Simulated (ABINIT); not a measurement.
# How slowly RPA converges: CsVN2 (Fd-3m), part 2 of 2

How does the RPA correlation energy of CsVN2 (Fd-3m) approach its basis limit?

ABINIT 10.8.3; PBEsol and many-body steps on it, plane waves.

So far. Step 2 (Empty states on the mesh, 2×2×2 mesh, 405 bands): On this mesh the gap is 0.530 eV. Step 3 (RPA energy: 2×2×2 mesh, 87 bands, screening to 35.4 eV): Local fields lower ε∞ by 7 %. The value itself is an artefact of the mesh, where one narrow direct gap carries too much weight.

## (5) RPA energy: 2×2×2 mesh, 251 bands, screening to 92.5 eV

Level of this step: RPA screening on PBEsol, plane waves, norm-conserving pseudopotentials (ABINIT).

Contents of run.abi:

```
acell 3*1.0 Angstrom
rprim 
  0.000000000000 4.171935907400 4.171935907400
  4.171935907400 0.000000000000 4.171935907400
  4.171935907400 4.171935907400 0.000000000000
ntypat 3
znucl 55 23 7
natom 8
typat 1 1 2 2 3 3 3 3
xred 
  0.250000000000 0.250000000000 0.250000000000
  -0.000000000000 0.000000000000 0.000000000000
  0.750000000000 0.750000000000 0.750000000000
  0.500000000000 0.500000000000 0.500000000000
  0.625000000000 0.625000000000 0.625000000000
  0.125000000000 0.625000000000 0.625000000000
  0.625000000000 0.125000000000 0.625000000000
  0.625000000000 0.625000000000 0.125000000000
pp_dirpath "pseudos"
pseudos "Cs.upf, V.upf, N.upf"
ecut 38
ngkpt 2 2 2
nshiftk 1
shiftk 0 0 0
kptopt 1
chksymbreak 0
istwfk *1
occopt 1
irdwfk 1
optdriver 3
nband 251
ecuteps 3.4
inclvkb 2
awtr 1
symchi 1
gwcalctyp 1
nfreqre 0
nfreqim 8
gwrpacorr 1
indata_prefix "in"
outdata_prefix "out"
tmpdata_prefix "tmp"
```

On the command line:

```sh
OMP_NUM_THREADS=1 mpirun -n 4 abinit run.abi > log
```

Numbers of over 12 decimals in the logs are rounded to 6 here.

What it wrote:

```text
.Version 10.8.3 of ABINIT. v10.8.2 released Aug 2026.

 Symmetries : space group Fd -3 m (#227); Bravais cF (face-center cubic)
[... echo of the input left out ...]
== DATASET  1 ==================================================================
-   mpi_nproc: 4, omp_nthreads: 1 (-1 if OMP is not activated)

--- !DatasetInfo
iteration_state: {dtset: 1, }
dimensions: {natom: 8, nkpt: 3, mband: 251, nsppol: 1, nspinor: 1, nspden: 1, mpw: 10969, }
cutoff_energies: {ecut:  38.0, pawecutdg:  -1.0, }
[...]
[... chi0 elements left out ...]
  [... further frequencies ...]

 For q-point:  0.000010 0.000020 0.000030
  dielectric constant = 118.2741
  dielectric constant without local fields = 127.7479

  Average fulfillment of the sum rule on Im[epsilon] for q-point    1 :     71.00  [%]
[... wings left out ...]
  q-point number  2        q = ( 0.500000, 0.000000, 0.000000) [r.l.u.]
--------------------------------------------------------------------------------
[... chi0 elements left out ...]
  [... further frequencies ...]

  Average fulfillment of the sum rule on Im[epsilon] for q-point    2 :     75.25  [%]

 [... 1 further q-points ...]
```

The job ended after 1.7 min (4 MPI ranks of Intel Xeon 6975P-C (Granite Rapids), shared host; peak memory 2.4 GiB).

This step gave:

* ε∞ with local fields, on this mesh, along the program's q direction: 118.3
* the same without local fields: 127.7
* plasma frequency: 24.65 eV
* plane waves in the screening matrix: 283
* RPA correlation energy: -67.2271 eV

## (6) RPA energy: 2×2×2 mesh, 369 bands, screening to 122.5 eV

run.abi, as its differences from that of step 5:

```diff
@@ -30,4 +30,4 @@
 optdriver 3
-nband 251
-ecuteps 3.4
+nband 369
+ecuteps 4.5
 inclvkb 2
```

What it wrote:

```text
.Version 10.8.3 of ABINIT. v10.8.2 released Aug 2026.

 Symmetries : space group Fd -3 m (#227); Bravais cF (face-center cubic)
[... echo of the input left out ...]
== DATASET  1 ==================================================================
-   mpi_nproc: 4, omp_nthreads: 1 (-1 if OMP is not activated)

--- !DatasetInfo
iteration_state: {dtset: 1, }
dimensions: {natom: 8, nkpt: 3, mband: 369, nsppol: 1, nspinor: 1, nspden: 1, mpw: 10969, }
cutoff_energies: {ecut:  38.0, pawecutdg:  -1.0, }
[...]
[... chi0 elements left out ...]
  [... further frequencies ...]

 For q-point:  0.000010 0.000020 0.000030
  dielectric constant = 117.9125
  dielectric constant without local fields = 127.7513

  Average fulfillment of the sum rule on Im[epsilon] for q-point    1 :     78.33  [%]
[... wings left out ...]
  q-point number  2        q = ( 0.500000, 0.000000, 0.000000) [r.l.u.]
--------------------------------------------------------------------------------
[... chi0 elements left out ...]
  [... further frequencies ...]

  Average fulfillment of the sum rule on Im[epsilon] for q-point    2 :     81.47  [%]

 [... 1 further q-points ...]
```

Run time: 3.4 min. Hardware: 4 MPI ranks; peak memory 3.8 GiB; 14 min of CPU time.

This step gave:

| Property | Result |
| --- | --- |
| ε∞ with local fields, on this mesh, along the program's q direction | 117.9 |
| the same without local fields | 127.8 |
| plasma frequency | 24.65 eV |
| plane waves in the screening matrix | 459 |
| RPA correlation energy | -78.7384 eV |

## (7) RPA energy: 2×2×2 mesh, 151 bands, screening to 136.1 eV, 2 frequencies

run.abi, as its differences from that of step 6:

```diff
@@ -30,4 +30,4 @@
 optdriver 3
-nband 369
-ecuteps 4.5
+nband 151
+ecuteps 5
 inclvkb 2
@@ -37,3 +37,3 @@
 nfreqre 0
-nfreqim 8
+nfreqim 2
 gwrpacorr 1
```

What it wrote:

```text
.Version 10.8.3 of ABINIT. v10.8.2 released Aug 2026.

 Symmetries : space group Fd -3 m (#227); Bravais cF (face-center cubic)
[... echo of the input left out ...]
== DATASET  1 ==================================================================
-   mpi_nproc: 4, omp_nthreads: 1 (-1 if OMP is not activated)

--- !DatasetInfo
iteration_state: {dtset: 1, }
dimensions: {natom: 8, nkpt: 3, mband: 151, nsppol: 1, nspinor: 1, nspden: 1, mpw: 10969, }
cutoff_energies: {ecut:  38.0, pawecutdg:  -1.0, }
[...]
[... chi0 elements left out ...]
  [... further frequencies ...]

 For q-point:  0.000010 0.000020 0.000030
  dielectric constant = 117.1969
  dielectric constant without local fields = 127.7350

  Average fulfillment of the sum rule on Im[epsilon] for q-point    1 :     54.65  [%]
[... wings left out ...]
  q-point number  2        q = ( 0.500000, 0.000000, 0.000000) [r.l.u.]
--------------------------------------------------------------------------------
[... chi0 elements left out ...]
  [... further frequencies ...]

  Average fulfillment of the sum rule on Im[epsilon] for q-point    2 :     61.49  [%]

 [... 1 further q-points ...]
```

Wall time 66 s (4 MPI ranks); peak memory 2.6 GiB; 4.4 min of CPU time.

This step gave:

| Quantity | Value |
| --- | --- |
| ε∞ with local fields, on this mesh, along the program's q direction | 117.2 |
| the same without local fields | 127.7 |
| plasma frequency | 24.65 eV |
| plane waves in the screening matrix | 531 |
| RPA correlation energy | -61.4932 eV |

## (8) The rungs together

Times are wall times on 4 MPI ranks of Intel Xeon 6975P-C (Granite Rapids), shared host, good to a factor of about two.

| bands | cutoff (eV) | plane waves | frequencies | E_c (eV/atom) | time |
| --- | --- | --- | --- | --- | --- |
| 87 | 35.4 | 65 | 8 | -3.888 | 27 s |
| 151 | 59.9 | 169 | 8 | -6.510 | 56 s |
| 251 | 92.5 | 283 | 8 | -8.403 | 1.7 min |
| 369 | 122.5 | 459 | 8 | -9.842 | 3.4 min |
| 151 | 136.1 | 531 | 2 | -7.687 | 66 s |

## (9) Results

| Quantity | Value |
| --- | --- |
| 2×2×2 mesh, 87 bands, screening to 35.4 eV | -3.888 eV/atom |
| 2×2×2 mesh, 151 bands, screening to 59.9 eV | -6.510 eV/atom |
| 2×2×2 mesh, 251 bands, screening to 92.5 eV | -8.403 eV/atom |
| 2×2×2 mesh, 369 bands, screening to 122.5 eV | -9.842 eV/atom |
| limit by the two highest rungs | -12.59 eV/atom |

**Reading.** Rows off the diagonal of bands and cutoff are checks and stay out of the ladder. The energy is still falling: −1.439 eV/atom over the last rung. A line in cutoff^(−3/2) puts the limit near -12.59 eV/atom, 28 % beyond the top rung; the pair below gives -10.46, so the estimate is rough. The value holds the valence electrons of these pseudopotentials alone, on one mesh; differences between structures converge far faster than the total.

[Paths, hosts, dates, memory and timing lines, banners, echoed tables and standing remarks are left out of the program output.]

[Logs are printed without paths, hosts, clocks, repeated set-up lines and the standing remarks that a program may print on its own settings, such as how far it seeks lower states.]

[Runs of the session that timed out or met a known fault of the program may be left out.]

[Hosts, paths, dates, database ids (printed as entryN), source tags and the programs' standing remarks are cut or masked in the printed files.]

[G0W0 gaps are taken among the corrected bands and points alone; a level outside them can change the order at an edge.]

[Where Ansatz stands beside ABINIT at settings called matched, ABINIT's density can come from a denser mesh and the files from another edition; pairs whose starting gaps differed by over 0.03 eV were left out, so agreement reads better than it is.]
